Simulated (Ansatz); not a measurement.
# GaAs2Pb, from a guessed structure to a relaxed one

Starting from a made-up structure for GaAs2Pb, the aim is the relaxed cell, its shortest contacts and, where a second run follows, its electronic structure.

Method: DFT, r2SCAN, plane-wave PAW, files of the set soft_1, scalar-relativistic, no spin, cell and ions relaxed at zero pressure; PAW set soft_1, in Ansatz 0.2.0.

### Step 1. Starting point

It takes space group I-42d (No. 122, tetragonal). Conventional cell: a = 6.178 Å, b = 6.178 Å, c = 12.003 Å, α = 90.00°, β = 90.00°, γ = 90.00°. Nearest to Pb lie 4 As at 2.60 Å. Nearest to As lie 2 Pb at 2.60 Å and 2 Ga at 2.70 Å. Nearest to Ga lie 4 As at 2.70 Å. Farther neighbours are not listed.

### Step 2. Relaxing cell and atoms

The guessed cell has no reason to be at equilibrium. It is relaxed with the atoms, within the space group of the guess.

File input.yaml:

```yaml
crystal:
  lattice:
    - [-3.089, 3.089, 6.0015]
    - [3.089, -3.089, 6.0015]
    - [3.089, 3.089, -6.0015]
  atoms:
    - { symbol: Pb, position: [0.25, 0.75, 0.5] }
    - { symbol: Pb, position: [0.5, 0.5, 0.0] }
    - { symbol: As, position: [0.138, 0.625, 0.013] }
    - { symbol: As, position: [0.875, 0.862, 0.487] }
    - { symbol: As, position: [0.612, 0.125, 0.987] }
    - { symbol: As, position: [0.375, 0.388, 0.513] }
    - { symbol: Ga, position: [0.75, 0.25, 0.5] }
    - { symbol: Ga, position: [0.0, 0.0, 0.0] }
kpoints:
  mp_grid: { grid: [6, 6, 6] }
scf:
  occupations: { method: fermi_dirac, width: 0.05 }
hamiltonian:
  xc: r2scan
  pseudopotentials: { kind: paw, azcp: { folder: soft_1 } }
relax:
  f_tol: 0.015
  max_steps: 70
  cell: {}
output:
  forces: true
  stress: true
```

Launch:

```console
$ ansatz run input.yaml --threads 4 --pin off --max-ram 10240MiB --backend cpu --events-out ev --progress --plain --runs-dir out
```

Numbers of over 12 decimals in the logs are rounded to 6 here.

The log of the run:

```text
Engine: ansatz 0.2.0, aarch64-unknown-linux-gnu
Pseudopotentials: kind: paw
Pseudopotential: Pb, paw, valence charge 14, recommended cutoff 500 eV (meta_gga), soft_1/Pb.paw.azcp
Pseudopotential: As, paw, valence charge 15, recommended cutoff 500 eV (meta_gga), soft_1/As.paw.azcp
Pseudopotential: Ga, paw, valence charge 13, recommended cutoff 500 eV (meta_gga), soft_1/Ga.paw.azcp
Functional definition: r2SCAN
  parameter k0 = 0.174
  parameter k1 = 0.065
  parameter a1 = 4.9479
  exchange = r2scan_x(k0 = k0, k1 = k1, a1 = a1)
  correlation = r2scan_c
Crystal: 8 atoms, lattice volume = 229.063 Å³
Basis set: ecut = 500 eV, 5861 PW (Γ), exchange–correlation on 240×240×240 points (64 copies of the dense FFT grid, shifted against one another)
Bands: 69, of which v1, the nominal top of the filled ones, is band 57 counted from 1 (56 counted from 0)
Symmetry: 8 space group operations
Space group: I-42d (ITA 122), of the structure as read, at distance tolerance 6.1e-5 Å
k-points: 30 of 216 (time reversal used)
Non-local potential: Pb, projectors of the file, l = 0: 2, l = 1: 2, l = 2: 2, l = 3: 1
Non-local potential: As, projectors of the file, l = 0: 2, l = 1: 2, l = 2: 3, l = 3: 1
Non-local potential: Ga, projectors of the file, l = 0: 2, l = 1: 2, l = 2: 3, l = 3: 1
PAW form: soft (Blöchl's): semilocal exchange-correlation on the pseudo side does not see the compensation charge
PAW frozen core: Pb, regenerated for the run's functional (the file was generated under x = pbe(κ = 0.804, μ = 0.219515), c = pbe(β = 0.066725))
PAW frozen core: As, regenerated for the run's functional (the file was generated under x = pbe(κ = 0.804, μ = 0.219515), c = pbe(β = 0.066725))
PAW frozen core: Ga, regenerated for the run's functional (the file was generated under x = pbe(κ = 0.804, μ = 0.219515), c = pbe(β = 0.066725))
PAW one-centre angular grid: Pb, 590 points (default); XC on 160 Gauss nodes
PAW one-centre angular grid: As, 590 points (default); XC on 160 Gauss nodes
PAW one-centre angular grid: Ga, 590 points (default); XC on 160 Gauss nodes
Initial density: superposition of atomic densities (chi_scale 0.1, normalization cell, long waves kept (reshape's long-wave potential 0.03 eV rms))
Initial wavefunctions: pseudopotential atomic-orbital guess
Functional: x = r2scan, c = r2scan; τ floored in thin density (d = 2e-4 eV/Å³)
SCF iter   1: F=—  HF=-50885.002114 eV  |F-HF|=—  |Δ(HF+E_count)|=         —  Δρ=3.82e-2  dr2=5.97e0  dr2_τ=2.06e-2  ethr=3.10e-3  ⟨swp⟩=6.4  Hψ=8373  notcnv=0  defer=1
preconditioner: auto → LDOS  [metal: Δε(μ)=0.026 eV  Ē_g=15.063 eV  σ=0.050 eV  W_gap=0.13  n_scr=60 (ndim 8)  ℏωp=21.1 eV  f_vac=0.025  D(μ)=3.04/eV (n_scr^D=14)  β→1.0]
SCF iter   2: F=—  HF=-50883.751007 eV  |F-HF|=—  |Δ(HF+E_count)|=    1.25e0  Δρ=1.92e-2  dr2=7.12e-1  dr2_τ=1.57e-2  ethr=3.10e-3  ⟨swp⟩=4.2  Hψ=4261  notcnv=0  defer=71
SCF iter   3: F=—  HF=-50883.613561 eV  |F-HF|=—  |Δ(HF+E_count)|=   1.37e-1  Δρ=8.07e-3  dr2=1.54e-1  dr2_τ=1.06e-3  ethr=6.24e-4  ⟨swp⟩=3.4  Hψ=4452  notcnv=0  defer=71
SCF iter   4: F=—  HF=-50883.494131 eV  |F-HF|=—  |Δ(HF+E_count)|=   1.19e-1  Δρ=1.91e-3  dr2=2.07e-2  dr2_τ=1.21e-4  ethr=1.35e-4  ⟨swp⟩=3.1  Hψ=3444  notcnv=0  defer=70
SCF iter   5: F=—  HF=-50883.488075 eV  |F-HF|=—  |Δ(HF+E_count)|=   6.06e-3  Δρ=5.24e-4  dr2=7.69e-4  dr2_τ=1.05e-5  ethr=1.82e-5  ⟨swp⟩=3.0  Hψ=4494  notcnv=0  defer=70
SCF iter   6: F=—  HF=-50883.487801 eV  |F-HF|=—  |Δ(HF+E_count)|=   2.74e-4  Δρ=7.71e-5  dr2=1.53e-5  dr2_τ=3.46e-7  ethr=6.74e-7  ⟨swp⟩=2.0  Hψ=2817  notcnv=0  defer=70
SCF iter   7: F=—  HF=-50883.487764 eV  |F-HF|=—  |Δ(HF+E_count)|=   3.69e-5  Δρ=2.10e-5  dr2=1.31e-6  dr2_τ=1.94e-8  ethr=1.35e-8  ⟨swp⟩=2.0  Hψ=3791  notcnv=0  defer=70
SCF iter   8: F=-50883.487765 eV  HF=-50883.487765 eV  |F-HF|=5.80e-8  |Δ(HF+E_count)|=   7.80e-7  Δρ=5.53e-6  dr2=8.77e-8  dr2_τ=1.02e-9  ethr=8.77e-11  ⟨swp⟩=4.0  Hψ=8406  notcnv=0
SCF 1 converged in 8 iterations: F = -50883.487765 eV  dr2 = 8.77e-8
  greatest PAW one-centre occupation: 0.999 electrons in one spin orbital (limit 2), on the As atom at site 2 (counted from 0), in its partial waves of l = 2
relax step   1: F+E_penalty+E_count = -50883.48776501 eV  Δ(F+E_penalty+E_count) = +0.000e0 eV  max|allowed force component| = 2.417e0 eV/Å  Δτ_max = 0.0000 Å  P = +3.456 GPa  Ω = 229.063 Å³  (8 SCF iters, dr2 threshold 1.00e-7 eV, accepted)
Crystal: 8 atoms, lattice volume = 235.726 Å³
Basis set: ecut = 500 eV, 5971 PW (Γ), exchange–correlation on 240×240×240 points (64 copies of the dense FFT grid, shifted against one another)
Initial density: handed on by an earlier stage of this run
Initial wavefunctions: those handed on with the density
iter 1 solved again at ethr=1.17e-4 eV; its pass at ethr=3.10e-3 eV (dr2=1.34e-1 eV) is discarded
SCF iter   1: F=—  HF=-50884.542717 eV  |F-HF|=—  |Δ(HF+E_count)|=         —  Δρ=7.71e-3  dr2=1.34e-1  dr2_τ=2.55e-1  ethr=1.17e-4  ⟨swp⟩=2.6  Hψ=10372  notcnv=0
preconditioner: auto → LDOS  [metal: Δε(μ)=0.013 eV  Ē_g=14.773 eV  σ=0.050 eV  W_gap=0.06  n_scr=60 (ndim 8)  ℏωp=20.8 eV  f_vac=0.129  D(μ)=4.10/eV (n_scr^D=22)  β→1.0]
SCF iter   2: F=—  HF=-50884.982437 eV  |F-HF|=—  |Δ(HF+E_count)|=   4.40e-1  Δρ=3.25e-3  dr2=2.39e-2  dr2_τ=3.05e-4  ethr=1.17e-4  ⟨swp⟩=3.2  Hψ=3873  notcnv=0
SCF iter   3: F=—  HF=-50884.978442 eV  |F-HF|=—  |Δ(HF+E_count)|=   3.99e-3  Δρ=1.04e-3  dr2=1.89e-3  dr2_τ=2.95e-5  ethr=2.10e-5  ⟨swp⟩=2.1  Hψ=3542  notcnv=0
SCF iter   4: F=—  HF=-50884.977812 eV  |F-HF|=—  |Δ(HF+E_count)|=   6.30e-4  Δρ=5.23e-4  dr2=4.53e-4  dr2_τ=3.36e-6  ethr=1.65e-6  ⟨swp⟩=2.0  Hψ=3732  notcnv=0
SCF iter   5: F=—  HF=-50884.977475 eV  |F-HF|=—  |Δ(HF+E_count)|=   3.37e-4  Δρ=1.12e-4  dr2=3.41e-5  dr2_τ=6.41e-7  ethr=3.97e-7  ⟨swp⟩=2.0  Hψ=2887  notcnv=0
SCF iter   6: F=—  HF=-50884.977477 eV  |F-HF|=—  |Δ(HF+E_count)|=   1.62e-6  Δρ=4.19e-5  dr2=4.26e-6  dr2_τ=4.77e-8  ethr=2.99e-8  ⟨swp⟩=2.0  Hψ=3190  notcnv=0
SCF iter   7: F=-50884.977478 eV  HF=-50884.977479 eV  |F-HF|=7.83e-7  |Δ(HF+E_count)|=   2.03e-6  Δρ=1.12e-5  dr2=6.87e-7  dr2_τ=5.25e-9  ethr=7.02e-10  ⟨swp⟩=5.0  Hψ=7645  notcnv=0
SCF 2 converged in 7 iterations: F = -50884.977478 eV  dr2 = 6.87e-7
  greatest PAW one-centre occupation: 0.999 electrons in one spin orbital (limit 2), on the As atom at site 5 (counted from 0), in its partial waves of l = 2
[...]
SCF iter   2: F=—  HF=-50885.531761 eV  |F-HF|=—  |Δ(HF+E_count)|=   1.68e-1  Δρ=3.32e-3  dr2=4.00e-2  dr2_τ=4.38e-4  ethr=1.72e-4  ⟨swp⟩=3.5  Hψ=3292  notcnv=0
SCF iter   3: F=—  HF=-50885.522368 eV  |F-HF|=—  |Δ(HF+E_count)|=   9.39e-3  Δρ=1.42e-3  dr2=5.71e-3  dr2_τ=3.37e-5  ethr=3.51e-5  ⟨swp⟩=2.4  Hψ=3572  notcnv=0  defer=84
SCF iter   4: F=—  HF=-50885.521819 eV  |F-HF|=—  |Δ(HF+E_count)|=   5.49e-4  Δρ=6.54e-4  dr2=7.65e-4  dr2_τ=8.82e-6  ethr=5.01e-6  ⟨swp⟩=2.0  Hψ=2819  notcnv=0  defer=84
SCF iter   5: F=—  HF=-50885.521424 eV  |F-HF|=—  |Δ(HF+E_count)|=   3.95e-4  Δρ=3.24e-4  dr2=1.78e-4  dr2_τ=2.17e-6  ethr=6.71e-7  ⟨swp⟩=2.0  Hψ=2807  notcnv=0  defer=84
SCF iter   6: F=—  HF=-50885.521298 eV  |F-HF|=—  |Δ(HF+E_count)|=   1.26e-4  Δρ=1.13e-4  dr2=1.78e-5  dr2_τ=2.70e-7  ethr=1.56e-7  ⟨swp⟩=2.0  Hψ=2926  notcnv=0  defer=84
SCF iter   7: F=—  HF=-50885.521296 eV  |F-HF|=—  |Δ(HF+E_count)|=   2.06e-6  Δρ=2.90e-5  dr2=2.09e-6  dr2_τ=3.20e-8  ethr=1.56e-8  ⟨swp⟩=2.0  Hψ=2804  notcnv=0  defer=84
SCF iter   8: F=-50885.521295 eV  HF=-50885.521295 eV  |F-HF|=6.10e-9  |Δ(HF+E_count)|=   7.25e-7  Δρ=7.28e-6  dr2=7.13e-8  dr2_τ=1.24e-9  ethr=7.02e-10  ⟨swp⟩=5.0  Hψ=6999  notcnv=0
SCF 3 converged in 8 iterations: F = -50885.521295 eV  dr2 = 7.13e-8
  greatest PAW one-centre occupation: 0.999 electrons in one spin orbital (limit 2), on the As atom at site 4 (counted from 0), in its partial waves of l = 2
relax step   3: F+E_penalty+E_count = -50885.52129524 eV  Δ(F+E_penalty+E_count) = -5.438e-1 eV  max|allowed force component| = 8.006e-2 eV/Å  Δτ_max = 0.1949 Å  P = +1.052 GPa  Ω = 222.788 Å³  energy of the carried Pulay correction = +8.460e-4 eV  (8 SCF iters, dr2 threshold 8.00e-7 eV, accepted)
[...]
relax step   4: F+E_penalty+E_count = -50885.53810221 eV  Δ(F+E_penalty+E_count) = -1.681e-2 eV  max|allowed force component| = 3.015e-2 eV/Å  Δτ_max = 0.0056 Å  P = +0.117 GPa  Ω = 226.520 Å³  energy of the carried Pulay correction = +3.401e-4 eV  (6 SCF iters, dr2 threshold 8.00e-7 eV, accepted)
[...]
relax step   5: F+E_penalty+E_count = -50885.53883860 eV  Δ(F+E_penalty+E_count) = -7.364e-4 eV  max|allowed force component| = 8.933e-3 eV/Å  Δτ_max = 0.0053 Å  P = +0.000 GPa  Ω = 226.944 Å³  energy of the carried Pulay correction = +2.831e-4 eV  (6 SCF iters, dr2 threshold 7.06e-8 eV, accepted)
Basis set: ecut = 500 eV, 5781 PW (Γ), exchange–correlation on 216×216×216 points (64 copies of the dense FFT grid, shifted against one another)
Initial wavefunctions: pseudopotential atomic-orbital guess (no wavefunctions were taken with the density)
iter 1 solved again at ethr=4.28e-8 eV; its pass at ethr=3.10e-3 eV (dr2=4.87e-5 eV) is discarded
SCF iter   1: F=—  HF=-50885.538590 eV  |F-HF|=—  |Δ(HF+E_count)|=         —  Δρ=1.20e-5  dr2=8.63e-8  dr2_τ=1.21e-7  ethr=4.28e-8  ⟨swp⟩=3.9  Hψ=13687  notcnv=0
preconditioner: auto → LDOS  [metal: Δε(μ)=0.016 eV  Ē_g=14.925 eV  σ=0.050 eV  W_gap=0.08  n_scr=60 (ndim 8)  ℏωp=21.2 eV  f_vac=0.104  D(μ)=4.09/eV (n_scr^D=22)  β→1.0]
SCF iter   2: F=—  HF=-50885.538555 eV  |F-HF|=—  |Δ(HF+E_count)|=   3.45e-5  Δρ=1.81e-6  dr2=5.38e-9  dr2_τ=1.31e-10  ethr=7.57e-11  ⟨swp⟩=2.6  Hψ=3859  notcnv=0
SCF iter   3: F=—  HF=-50885.538555 eV  |F-HF|=—  |Δ(HF+E_count)|=   1.96e-9  Δρ=1.90e-6  dr2=5.73e-9  dr2_τ=3.59e-11  ethr=4.72e-12  ⟨swp⟩=2.0  Hψ=3799  notcnv=0
SCF iter   4: F=—  HF=-50885.538555 eV  |F-HF|=—  |Δ(HF+E_count)|=   5.37e-9  Δρ=6.07e-7  dr2=6.87e-10  dr2_τ=1.99e-12  ethr=4.72e-12  ⟨swp⟩=2.0  Hψ=2846  notcnv=0
SCF iter   5: F=—  HF=-50885.538555 eV  |F-HF|=—  |Δ(HF+E_count)|=  6.40e-10  Δρ=2.13e-7  dr2=6.79e-11  dr2_τ=4.95e-13  ethr=1.00e-12  ⟨swp⟩=3.2  Hψ=8356  notcnv=0
SCF iter   6: F=-50885.538555 eV  HF=-50885.538555 eV  |F-HF|=1.46e-11  |Δ(HF+E_count)|=  5.82e-11  Δρ=3.62e-8  dr2=2.61e-12  dr2_τ=4.17e-14  ethr=1.00e-12  ⟨swp⟩=4.0  Hψ=6454  notcnv=0
SCF 6 converged in 6 iterations: F = -50885.538555 eV  dr2 = 2.61e-12
  greatest PAW one-centre occupation: 0.999 electrons in one spin orbital (limit 2), on the As atom at site 3 (counted from 0), in its partial waves of l = 2
relax step   6: F+E_penalty+E_count = -50885.53855520 eV  Δ(F+E_penalty+E_count) = +2.834e-4 eV  max|allowed force component| = 8.950e-3 eV/Å  Δτ_max = 0.0000 Å  P = +0.000 GPa  Ω = 226.944 Å³  stress off target by 2.65e-2 GPa  SCF on the basis re-selected at this cell (its energy is not comparable with the rows above)  (6 SCF iters)
basis re-selected at this cell: Δ(F+E_penalty+E_count) = +2.834e-4 eV, ΔP = +0.000 GPa vs the last step (what re-selecting the basis moved, of the pressure what is left beyond the Pulay correction that the steps carried, after the strain that the cell walked since its last selection, with what the two solves' SCF thresholds leave and, on support functions, any second-order correction that the steps lacked; it is no measure of the basis error at this ecutwfc). The dense FFT grid was sized anew with the basis: this SCF ran on 54×54×54 points, the steps before it on 60×60×60, so part of this shift can come from that change (see relax.cell in the input reference). [rest of the remark cut]
SCF converged after 6 iterations
Free energy (F): -50885.538555 eV
Harris-Foulkes:  -50885.538555 eV  (|F-HF|=1.46e-11)
Internal energy: -50885.505897 eV  (E = F + TS)
E sigma→0 (E₀):  -50885.522226 eV
Entropy (-TS):   -0.032659 eV (-4.082 meV/atom)
Fermi energy:    7.513040 eV
--- Per-component energies (eV) ---
  E_band       = -1465.770639
  E_kinetic    = 1195.299800
  E_local      = -14921.121101  (includes V_loc(G=0)·N_el)
  E_nonlocal   = -1142.875895
  E_hartree    = 7989.742958
  E_xc         = -762.882532
  E_vxc        = -727.163447  (∫ρ·V_xc dr)
  E_paw        = -32953.577660  (= ΣΔE_a)
  E_vpaw       = -1894.078694  (= ΣTr[D̂ρ^β])
  E_aug_tail   = 0.000126  (compensation charges beyond the density's cutoff)
  E_vtau       = 44.682662  (kinetic-family band-sum trace: ∫τ·v_τ [+ j·A + Jᵃ·Aᵃ] dr)
  E_ewald      = -10284.886488
  E_core_change = -5.205104  (= ΣΔE_core)
  E_smearing   = -0.032659  (= −TS)
  E_closure    = -0.000000  (closes the sum)
  Σ components = -50885.538555   (vs F -50885.538555, Δ=0.00e0)
--- Forces (eV/Å), atoms counted from 1 ---
  atom   1  Pb    -0.00000000     0.00000000     0.00000000
  atom   2  Pb    -0.00000000    -0.00000000     0.00000000
  atom   3  As     0.00000000     0.00894969     0.00000000
  atom   4  As    -0.00894969     0.00000000     0.00000000
  atom   5  As     0.00000000    -0.00894969    -0.00000000
  atom   6  As     0.00894969    -0.00000000    -0.00000000
  atom   7  Ga    -0.00000000    -0.00000000     0.00000000
  atom   8  Ga    -0.00000000    -0.00000000     0.00000000
  max |Σ_I F_I| component: 9.93e-17 eV/Å
--- Stress (GPa, compression-positive) ---
        0.013499       0.000000       0.000000
        0.000000       0.013499      -0.000000
       -0.000000      -0.000000      -0.026537
  P = ⅓ Tr σ = 0.0002 GPa (0.002 kbar)
--- Relaxed structure (5 steps of the walk, 5 accepted, 1 SCFs on fresh bases) ---
  F+E_penalty+E_count = -50885.53855520 eV   max|allowed force component| = 8.950e-3 eV/Å   (the final SCF, on the basis selected at the relaxed cell)
  cell:  # Å, volume = 226.9441 Å³
    - [-3.093064, 3.093064, 5.930363]
    - [3.093064, -3.093064, 5.930363]
    - [3.093064, 3.093064, -5.930363]
  atoms:
    - { symbol: Pb, position: [0.250000, 0.750000, 0.500000] }
    - { symbol: Pb, position: [0.500000, 0.500000, 5.44031520670939e-19] }
    - { symbol: As, position: [0.073107, 0.625, -0.051893] }
    - { symbol: As, position: [0.875000, 0.926893, 0.551893] }
    - { symbol: As, position: [0.676893, 0.125000, 1.051893] }
    - { symbol: As, position: [0.375, 0.323107, 0.448107] }
    - { symbol: Ga, position: [0.750000, 0.250000, 0.500000] }
    - { symbol: Ga, position: [1.1056124452344903e-18, -5.615809245635499e-19, 5.440315206709403e-19] }
```

Run time: 2.4 min. Hardware: 4 threads of Arm Neoverse V1, shared host; peak memory 1.6 GiB.

Step by step:

```
step  energy less that of the first step (eV)  largest force component (eV/Å)  pressure (GPa)  volume (Å³)
   1                                   0.0000                          2.4168            3.46       229.06
   2                                  -1.4897                          1.2274           -0.66       235.73
   3                                  -2.0335                          0.0801            1.05       222.79
   4                                  -2.0503                          0.0302            0.12       226.52
   5                                  -2.0511                          0.0089            0.00       226.94
  6*                                  -2.0508                          0.0089            0.00       226.94
```

Relaxation steps marked * repeat the geometry before them on a plane-wave basis chosen anew for their cell, so energy and pressure can jump there.

Forces are held to the 8 operations that the run works with; a distortion that breaks them can't arise in this run.

```
conventional cell, symmetrised  before   after  change
                         a (Å)   6.178   6.186  +0.1 %
                         b (Å)   6.178   6.186  +0.1 %
                         c (Å)  12.003  11.861  -1.2 %
              volume (Å³/atom)   28.63   28.37  -0.9 %
```

The atoms that moved most (Å, as changes of fractional coordinates times the final cell):

```
atom      dx      dy     dz  length
 As5   0.000   0.401  0.000   0.401
 As6  -0.401   0.000  0.000   0.401
 As3   0.000  -0.401  0.000   0.401
 As4   0.401   0.000  0.000   0.401
```

Final coordinates:

```xyz
8
Lattice="-3.0931 3.0931 5.9304 3.0931 -3.0931 5.9304 3.0931 3.0931 -5.9304" Properties=species:S:1:pos:R:3 pbc="T T T"
Pb    3.0931    0.0000    2.9652
Pb    0.0000    0.0000    5.9304
As    1.5465   -1.8675    4.4478
As    1.8675    1.5465    7.4130
As    1.5465    4.9606   -1.4826
As    1.2255    1.5465    1.4826
Ga    0.0000    3.0931    2.9652
Ga    0.0000    0.0000    0.0000
```

This step gave:

```
free energy             : -50885.5386 eV
energy at zero smearing : -50885.5222 eV
smearing term TS        : 0.03266 eV
Fermi energy            : 7.513 eV
electrons               : 114
symmetry operations     : 8
pressure                : 1.54e-4 GPa
```

The shortest distance of each pair, which need not be the same contact before and after:

| pair | guess (Å) | relaxed (Å) |
| --- | --- | --- |
| As–Ga | 2.698 | 2.468 |
| As–Pb | 2.604 | 2.842 |
| As–As | 4.250 | 3.946 |
| Ga–Pb | 4.307 | 4.285 |
| Ga–Ga | 4.307 | 4.285 |

The relaxation ends with a largest force component of 0.0089 eV/Å and a pressure of 0.00 GPa.

### Step 3. Outcome

| Quantity | Value |
| --- | --- |
| space group, relaxed | I-42d |
| conventional cell | a = 6.186, b = 6.186, c = 11.861 Å; α = 90.0°, β = 90.0°, γ = 90.0° |
| volume per atom | 28.37 Å³ (guess 28.63) |

**Reading.** GaAs2Pb relaxes to I-42d with a = 6.186, b = 6.186 and c = 11.861 Å. The guessed volume was near the relaxed one. The space group I-42d was held in the relaxation, so the end point is a stationary structure within it and may be a saddle against distortions or other arrangements. Mesh and cutoff weren't tested. Spin-orbit coupling is left out, which can matter for elements this heavy. No dispersion term is used, so weakly bound directions may come out too long. Nothing here tests whether the compound is stable against decomposition.

[Logs are printed without paths, hosts, clocks, repeated set-up lines and the standing remarks that a program may print on its own settings, such as how far it seeks lower states.]

[Hosts, paths, dates, database ids (printed as entryN), source tags and the programs' standing remarks are cut or masked in the printed files.]
